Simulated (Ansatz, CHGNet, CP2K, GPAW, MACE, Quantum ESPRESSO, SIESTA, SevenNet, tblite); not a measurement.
**Running random rock-salt alloy of NbC and TiC (64 atoms) with SIESTA**

How do the settings of SIESTA change the result for random rock-salt alloy of NbC and TiC (64 atoms)? A plane-wave run serves as the yardstick.

Method: the method is named at each step, in SIESTA 5.4.2.

### Step 1. The starting structure

The cell holds 64 atoms: 28 Ti, 32 C and 4 Nb. Its edges and angles: a = 8.692 Å, b = 8.692 Å, c = 8.692 Å, α = 90.0°, β = 90.0°, γ = 90.0°. It derives from NbC (rock-salt), repeated 2×2×2. Rock-salt NbC, 2 x 2 x 2 conventional cells, 28 of 32 Nb sites given to Ti at random (x = 0.875), lattice by Vegard's rule (a = 4.346 Å); not relaxed, displaced by a Gaussian of 0.02 Å. Then every atom was moved at random, 0.02 Å r.m.s. a Cartesian component.

The yardstick, on the same geometry:

| Property | Result |
| --- | --- |
| method | Kohn-Sham DFT, PBE, PAW, plane waves (Ansatz 0.2.0); cutoff 420 eV, Γ point, fermi-dirac smearing of 0.05 eV; PAW set soft_2 |
| r.m.s. force component | 0.5059 eV/Å |
| longest force | 1.706 eV/Å |
| pressure | 1.357 GPa |
| SCF cycles | 8 |
| time | 4 s on 8 threads of Arm Neoverse V2, shared host |
| CPU time | 27 s |

### Step 2. PBE, DZP, shift 0.01 Ry, mesh 500 Ry

Method: Kohn-Sham DFT, PBE, PseudoDojo 0.4.1 norm-conserving pseudopotentials (converted to PSML), numerical atomic orbitals (DZP), diagonalisation.

The .psml files are PseudoDojo norm-conserving potentials that we converted to this format, checked against plane waves on the same files for H, C, O, Si, Ge and Ca alone.

The input, input.fdf:

```
SystemLabel cell
NumberOfAtoms 64
NumberOfSpecies 3
%block ChemicalSpeciesLabel
  1 22 Ti
  2 6 C
  3 41 Nb
%endblock ChemicalSpeciesLabel
LatticeConstant 1.0 Ang
%block LatticeVectors
  8.69160 0.00000 0.00000
  0.00000 8.69160 0.00000
  0.00000 0.00000 8.69160
%endblock LatticeVectors
PAO.BasisSize DZP
PAO.EnergyShift 0.01 Ry
XC.Functional GGA
XC.Authors PBE
MeshCutoff 500 Ry
%block kgrid_Monkhorst_Pack
  1 0 0 0.0
  0 1 0 0.0
  0 0 1 0.0
%endblock kgrid_Monkhorst_Pack
SolutionMethod diagon
OccupationFunction FD
ElectronicTemperature 580 K
SCF.Mixer.Method Pulay
SCF.Mixer.Weight 0.05
SCF.Mixer.History 8
SCF.Mix Hamiltonian
MaxSCFIterations 300
SCF.DM.Tolerance 1e-04
SCF.H.Tolerance 1.0e-3 eV
WriteForces T
Write.HirshfeldPop T
Write.VoronoiPop T
Write.DM F
Write.H F
XML.Write F
AtomicCoordinatesFormat Fractional
%block AtomicCoordinatesAndAtomicSpecies
  0.99750 0.00025 0.99914 1
  0.25358 0.00903 0.99854 2
  0.99826 0.25220 0.25068 1
  0.25299 0.25208 0.25314 2
  0.25312 0.00750 0.24526 1
  0.00633 0.99965 0.24616 2
  0.24424 0.25304 0.99322 1
  0.00100 0.25514 0.99978 2
  0.00104 0.99843 0.50223 1
  0.25075 0.00002 0.49536 2
  0.99734 0.25380 0.75184 1
  0.25057 0.25407 0.75129 2
  0.25175 0.99582 0.75003 1
  0.99516 0.00705 0.74777 2
  0.25178 0.25235 0.49307 3
  0.99988 0.23983 0.50004 2
  0.99985 0.50382 0.99630 1
  0.25204 0.49850 0.99782 2
  0.99412 0.75620 0.24696 3
  0.25230 0.74710 0.25536 2
  0.25160 0.49587 0.24663 1
  0.00165 0.50595 0.25277 2
  0.25200 0.75120 0.00179 1
  0.00111 0.75292 0.00141 2
  0.00446 0.49770 0.49691 1
  0.24522 0.49984 0.49628 2
  0.00544 0.75290 0.74299 1
  0.25205 0.74775 0.75561 2
  0.24632 0.50088 0.74973 1
  0.00380 0.49985 0.74290 2
  0.24703 0.75015 0.49836 1
  0.99685 0.75056 0.49943 2
  0.50407 0.99496 0.00305 1
  0.75578 0.99665 0.00010 2
  0.50621 0.24467 0.24588 1
  0.74870 0.24676 0.25056 2
  0.74849 0.99991 0.24519 1
  0.49700 0.00296 0.24645 2
  0.75426 0.25085 0.99870 3
  0.49710 0.24443 0.99934 2
  0.49674 0.99815 0.49391 1
  0.74928 0.00338 0.49824 2
  0.50083 0.25102 0.74966 3
  0.74508 0.25202 0.75005 2
  0.75436 0.00109 0.74796 1
  0.49865 0.99761 0.75391 2
  0.75230 0.24670 0.50268 1
  0.49326 0.25615 0.49768 2
  0.50039 0.50357 0.00337 1
  0.74908 0.50074 0.99648 2
  0.49939 0.74297 0.24990 1
  0.75018 0.75252 0.25177 2
  0.75009 0.49883 0.24882 1
  0.50616 0.49732 0.24780 2
  0.75118 0.75127 0.00437 1
  0.49763 0.74633 0.99968 2
[... 4 atom lines left out ...]
  0.75161 0.49837 0.75824 1
  0.50084 0.50267 0.74737 2
  0.74783 0.75955 0.50202 1
  0.50708 0.75095 0.50432 2
%endblock AtomicCoordinatesAndAtomicSpecies
```

Started as:

```console
> OMP_NUM_THREADS=1 mpirun -np 2 siesta < input.fdf > output.txt
```

The log of the run:

```text
Version         : 5.4.2
reinit: System Name:
reinit: System Label: cell
initatom: Reading input for the pseudopotentials and atomic orbitals ----------
Species number:   1 Atomic number:   22 Label: Ti
Species number:   2 Atomic number:    6 Label: C
Species number:   3 Atomic number:   41 Label: Nb
Ground state valence configuration (from tables):   4s02  4p00  3d02  4f00
Ground state valence configuration (from tables):   2s02  2p02  3d00  4f00
Ground state valence configuration (from tables):   5s01  5p00  4d04  4f00
---- Processing specs for species: Ti
GGA--PBE XC_GGA_X_PBE--XC_GGA_C_PBE pb
Semicore shell(s) with  8 electrons included in the valence for Ti
---- Processing specs for species: C
GGA--PBE XC_GGA_X_PBE--XC_GGA_C_PBE pb
---- Processing specs for species: Nb
GGA--PBE XC_GGA_X_PBE--XC_GGA_C_PBE pb
Semicore shell(s) with  8 electrons included in the valence for Nb
Semicore shell(s): 3s 3p
Fallback to non-perturbative polarization scheme for Ti
Please see the manual if this is not desired in principle
Semicore shell(s): 4s 4p
Fallback to non-perturbative polarization scheme for Nb
Please see the manual if this is not desired in principle
Ti pseudopotential only contains V_ls up to l=2 -- lmxkb reset.
C pseudopotential only contains V_ls up to l=1 -- lmxkb reset.
Nb pseudopotential only contains V_ls up to l=2 -- lmxkb reset.
Using PAO.SplitTailNorm
%block ChemicalSpeciesLabel
    1   22 Ti                      # Species index, atomic number, species label
    2    6 C                       # Species index, atomic number, species label
    3   41 Nb                      # Species index, atomic number, species label
%endblock ChemicalSpeciesLabel
%block PAO.Basis                 # Define Basis set
Ti                    5                    # Species label, number of l-shells
 n=3   0   1                         # n, l, Nzeta
   2.839
   1.000
 n=4   0   2                         # n, l, Nzeta
   7.610      5.692
   1.000      1.000
 n=3   1   1                         # n, l, Nzeta
   3.183
[...]
5.233      3.462
[...]
C                     2                    # Species label, number of l-shells
[...]
n=2   1   2 P   1                   # n, l, Nzeta, Polarization, NzetaPol
[...]
Nb                    5                    # Species label, number of l-shells
[...]
n=5   1   1                         # n, l, Nzeta
   7.969
   1.000
 n=4   2   2                         # n, l, Nzeta
   6.142      4.248
   1.000      1.000
%endblock PAO.Basis
coor:   Atomic-coordinates input format  =     Fractional
siesta: System type = bulk
initatomlists: Number of atoms, orbitals, and projectors:     64  1024   832
siesta: ******************** Simulation parameters ****************************
Total number of electrons:   516.000000
Total ionic charge:   516.000000
 Kpoints in:            1 . Kpoints trimmed:            1
siesta: k-grid: Number of k-points = 1
siesta: k-points from Monkhorst-Pack grid
siesta: k-cutoff (effective) =     4.346 Ang
siesta: k-point supercell and displacements
siesta: k-grid:     1     0     0      0.000
siesta: k-grid:     0     1     0      0.000
siesta: k-grid:     0     0     1      0.000
                     ====================================
                        Single-point calculation
                     ====================================
outcell: Unit cell vectors (Ang):
        8.691600    0.000000    0.000000
        0.000000    8.691600    0.000000
        0.000000    0.000000    8.691600
outcell: Cell vector modules (Ang)   :    8.691600    8.691600    8.691600
outcell: Cell angles (23,13,12) (deg):     90.0000     90.0000     90.0000
outcell: Cell volume (Ang**3)        :    656.5975
Gamma-point calculation with interaction between periodic images
Gamma-point calculation with interaction between periodic images
Some features might not work optimally:
Some features might not work optimally:
e.g. DM initialization from atomic data
e.g. DM initialization from atomic data
new_DM -- step:     1
Initializing Density Matrix...
Attempting to read DM from file... Failed...
DM filled with atomic data:
InitMesh: MESH = 120 x 120 x 120 = 1728000
InitMesh: Mesh cutoff (required, used) =   500.000   526.823 Ry
stepf: Fermi-Dirac step function
        iscf     Eharris(eV)        E_KS(eV)     FreeEng(eV)     dDmax    Ef(eV) dHmax(eV)
   scf:    1   -55987.342036   -56954.600066   -56954.783702  1.715879 -6.230131 20.485011
   scf:    2   -57171.442928   -57068.311184   -57068.639386  0.211931 -6.065271 17.088761
   scf:    3   -57300.440974   -57255.381578   -57255.672780  0.602585 -6.218454  7.159886
[...]
scf:   20   -57263.702744   -57263.702727   -57264.065830  0.000130 -6.494764  0.000885
   scf:   21   -57263.702737   -57263.702732   -57264.065831  0.000049 -6.494803  0.000836
SCF Convergence by DM+H criterion
max |DM_out - DM_in|         :     0.0000490766
max |H_out - H_in|      (eV) :     0.0008358512
SCF cycle converged after 21 iterations
Using DM_out to compute the final energy and forces
siesta: E_KS(eV) =           -57263.7027
siesta: E_KS - E_eggbox =    -57263.7027
siesta: Atomic forces (eV/Ang):
     1    0.818949    0.310480   -0.289149
     2   -0.113251   -0.732684   -0.036835
     3   -0.156713   -0.162770   -0.119294
[...]
63    0.333510   -0.974048    0.150196
    64   -0.941789    0.030236   -0.557491
----------------------------------------
   Tot   -0.024115    0.011312    0.017937
----------------------------------------
   Max    1.712936
   Res    0.528888    sqrt( Sum f_i^2 / 3N )
----------------------------------------
   Max    1.712936    constrained
Stress tensor Voigt[x,y,z,yz,xz,xy] (kbar):       -6.92       -2.39       -4.21        1.42        1.06        2.86
(Free)E + p*V (eV/cell)   -57262.2185
Target enthalpy (eV/cell)   -57264.0658
siesta: Program's energy decomposition (eV):
siesta: Ebs     =    -14373.655532
siesta: Eions   =     87912.117111
siesta: Ena     =     15419.665801
siesta: Ekin    =     23246.361476
siesta: Enl     =      1208.046706
siesta: DEna    =       682.905273
siesta: DUscf   =        33.650589
siesta: Ex      =     -9206.731208
siesta: Ec      =      -735.484259
siesta: Exc     =     -9942.215467
siesta: Eharris =    -57263.702737
siesta: Etot    =    -57263.702732
siesta: FreeEng =    -57264.065831
siesta: Final energy (eV):
siesta:  Band Struct. =  -14373.655532
siesta:       Kinetic =   23246.361476
siesta:       Hartree =    9490.333507
siesta:         Exch. =   -9206.731208
siesta:         Corr. =    -735.484259
siesta:   Exch.-corr. =   -9942.215467
siesta:  Ion-electron =  -46045.084444
siesta:       Ion-ion =  -34013.097804
siesta:         Total =  -57263.702732
siesta:         Fermi =      -6.494803
siesta: Stress tensor (static) (eV/Ang**3):
siesta:    -0.004321    0.001783    0.000660
siesta:     0.001783   -0.001492    0.000887
siesta:     0.000660    0.000887   -0.002627
siesta: Cell volume =        656.597453 Ang**3
siesta: Pressure (static):
siesta:                Solid            Molecule  Units
siesta:           0.00003064         -0.00036781  Ry/Bohr**3
siesta:           0.00281348         -0.03377045  eV/Ang**3
siesta:           4.50769021        -54.10621938  kBar
    Orbital volume contribution        =          45.463939 eV
    (Free)E + p_basis*V_orbitals       =      -57218.601892 eV
    (Free)Eharris+ p_basis*V_orbitals  =      -57218.601897 eV
Hirshfeld Atomic Populations:
Atom #   charge [q] valence [e]  Species
     1     0.217139   11.782861  Ti
     2    -0.247360    4.247360  C
     3     0.215773   11.784227  Ti
     4    -0.276280    4.276280  C
     5     0.218442   11.781558  Ti
     6    -0.267133    4.267133  C
[...]
15     0.561663   12.438337  Nb
[...]
19     0.580901   12.419099  Nb
[...]
39     0.562493   12.437507  Nb
[...]
--------------------
 Total    -0.000073
Voronoi Atomic Populations:
Atom #   charge [q] valence [e]  Species
[...]
39     0.763295   12.236705  Nb
[...]
43     0.759737   12.240263  Nb
[...]
61     0.337005   11.662995  Ti
    62    -0.402961    4.402961  C
    63     0.353600   11.646400  Ti
    64    -0.382409    4.382409  C
--------------------
 Total    -0.000073
```

Wall time 5.1 min (2 MPI ranks of Arm Neoverse V2, shared host); peak memory 2 GiB.

Banners, paths, timers and routine set-up lines are dropped from the logs unmarked, and long logs keep their key lines alone; longer cuts are marked.

Compared with the plane-wave run:

| Property | Result |
| --- | --- |
| r.m.s. force component | 0.5289 eV/Å |
| r.m.s. difference of force components | 59.32 meV/Å |
| longest difference of force vectors | 244.3 meV/Å |
| force difference over r.m.s. force | 11.73 % |
| slope of forces against the reference's | 1.04 |
| correlation of force components | 0.9944 |
| pressure | 0.4507 GPa |
| pressure difference | -0.9062 GPa |

Length of the force difference by element (eV/Å):

```csv
element,atoms,mean,most
C,32,0.12,0.24
Nb,4,0.040,0.065
Ti,28,0.037,0.061
```

The surroundings of C58, whose charge lies farthest from its element's mean, nearest first, numbered as they follow in the input and with coordinates relative to it.

```csv
atom,x,y,z,distance (Å),bonds,Hirshfeld charge (e),Fx,Fy,Fz (eV/Å)
C58,0.00,0.00,0.00,0.00,6,-0.21,-0.29,-0.08,-0.85
Ti61,0.00,0.01,2.17,2.17,6,0.21,0.16,0.82,-1.23
Ti57,-2.18,0.01,-0.06,2.18,6,0.22,0.33,0.61,-0.34
Ti47,0.00,-2.18,-0.05,2.18,6,0.23,-0.01,0.64,-0.53
Ti25,2.20,0.00,-0.10,2.20,6,0.21,-1.03,0.47,0.54
Ti53,-0.02,0.01,-2.25,2.25,6,0.22,-0.20,0.05,0.58
Ti63,-0.04,2.28,-0.05,2.28,6,0.23,0.33,-0.97,0.15
C30,2.19,0.02,2.04,2.99,6,-0.25,-0.46,0.03,0.47
C44,-0.06,-2.14,2.10,3.00,6,-0.31,1.20,-0.23,-0.68
```

Forces lie 12 % from the reference's, at 23 times its CPU time (on 2 against 8 cores).

The difference per atom is largest on C (0.12 eV/Å on average, against 0.040 on Nb).

### Step 3. PBE, SZ, shift 0.01 Ry, mesh 500 Ry

Method: Kohn-Sham DFT, PBE, PseudoDojo 0.4.1 norm-conserving pseudopotentials (converted to PSML), numerical atomic orbitals (SZ), diagonalisation.

input.fdf, as its differences from that of step 2:

```diff
@@ -14,3 +14,3 @@
 %endblock LatticeVectors
-PAO.BasisSize DZP
+PAO.BasisSize SZ
 PAO.EnergyShift 0.01 Ry
```

Started as:

```console
> OMP_NUM_THREADS=1 siesta < input.fdf > output.txt
```

The log of the run:

```text
Version         : 5.4.2
reinit: System Name:
reinit: System Label: cell
initatom: Reading input for the pseudopotentials and atomic orbitals ----------
Species number:   1 Atomic number:   22 Label: Ti
Species number:   2 Atomic number:    6 Label: C
Species number:   3 Atomic number:   41 Label: Nb
Ground state valence configuration (from tables):   4s02  4p00  3d02  4f00
Ground state valence configuration (from tables):   2s02  2p02  3d00  4f00
Ground state valence configuration (from tables):   5s01  5p00  4d04  4f00
---- Processing specs for species: Ti
GGA--PBE XC_GGA_X_PBE--XC_GGA_C_PBE pb
Semicore shell(s) with  8 electrons included in the valence for Ti
---- Processing specs for species: C
GGA--PBE XC_GGA_X_PBE--XC_GGA_C_PBE pb
---- Processing specs for species: Nb
[... lines left out ...]
Total number of electrons:   516.000000
[... lines left out ...]
stepf: Fermi-Dirac step function
        iscf     Eharris(eV)        E_KS(eV)     FreeEng(eV)     dDmax    Ef(eV) dHmax(eV)
[... lines left out ...]
SCF Convergence by DM+H criterion
[... lines left out ...]
SCF cycle converged after 21 iterations
[... lines left out ...]
   Max    2.219026
[... lines left out ...]
   Max    2.219026    constrained
Stress tensor Voigt[x,y,z,yz,xz,xy] (kbar):      122.02      128.60      125.00        1.92        0.83        2.78
[... lines left out ...]
siesta: FreeEng =    -57221.681778
siesta: Final energy (eV):
siesta:  Band Struct. =  -13977.159977
siesta:       Kinetic =   23969.469983
siesta:       Hartree =    9868.382029
siesta:         Exch. =   -9310.432038
siesta:         Corr. =    -729.991025
siesta:   Exch.-corr. =  -10040.423063
siesta:  Ion-electron =  -47005.662879
siesta:       Ion-ion =  -34013.097804
siesta:         Total =  -57221.331734
siesta:         Fermi =      -5.734654
siesta: Stress tensor (static) (eV/Ang**3):
siesta:     0.076162    0.001735    0.000515
siesta:     0.001735    0.080265    0.001198
siesta:     0.000515    0.001198    0.078018
siesta: Cell volume =        656.597453 Ang**3
siesta: Pressure (static):
siesta:                Solid            Molecule  Units
siesta:          -0.00085114         -0.00129039  Ry/Bohr**3
siesta:          -0.07814816         -0.11847780  eV/Ang**3
siesta:        -125.20715792       -189.82236104  kBar
    Orbital volume contribution        =          22.592713 eV
    (Free)E + p_basis*V_orbitals       =      -57199.089065 eV
    (Free)Eharris+ p_basis*V_orbitals  =      -57199.089050 eV
Hirshfeld Atomic Populations:
Atom #   charge [q] valence [e]  Species
     1     0.257152   11.742848  Ti
     2    -0.286541    4.286541  C
     3     0.255614   11.744386  Ti
     4    -0.307823    4.307823  C
     5     0.259572   11.740428  Ti
     6    -0.300038    4.300038  C
[...]
15     0.559300   12.440700  Nb
[...]
19     0.577488   12.422512  Nb
[...]
39     0.554812   12.445188  Nb
[...]
--------------------
 Total    -0.000064
Voronoi Atomic Populations:
Atom #   charge [q] valence [e]  Species
[...]
39     0.682647   12.317353  Nb
[...]
43     0.686323   12.313677  Nb
[...]
61     0.342355   11.657645  Ti
    62    -0.384562    4.384562  C
    63     0.353319   11.646681  Ti
    64    -0.383465    4.383465  C
--------------------
 Total    -0.000064
```

Elapsed: 2.5 min, on 1 thread; peak memory 0.88 GiB.

Against the reference:

```
r.m.s. force component                  : 0.6412 eV/Å
r.m.s. difference of force components   : 228.1 meV/Å
longest difference of force vectors     : 879.6 meV/Å
force difference over r.m.s. force      : 45.08 %
slope of forces against the reference's : 1.202
correlation of force components         : 0.948
pressure                                : -12.52 GPa
pressure difference                     : -13.88 GPa
```

This is a coarse setting, run to see what it loses.

Against the first run (12 %), the force difference from the reference is 45 %, at 0.24 times the CPU time (on 1 against 2 cores), with 448 basis functions against 1024: the smaller basis costs accuracy.

(Part 1 of 2 ends here.)

[Also dropped from logs without a mark: logging warnings of Python, and SIESTA's first energy breakdown and zero terms.]

[Logs are printed without paths, hosts, clocks, repeated set-up lines and the standing remarks that a program may print on its own settings, such as how far it seeks lower states.]

[Hosts, paths, dates, database ids (printed as entryN), source tags and the programs' standing remarks are cut or masked in the printed files.]
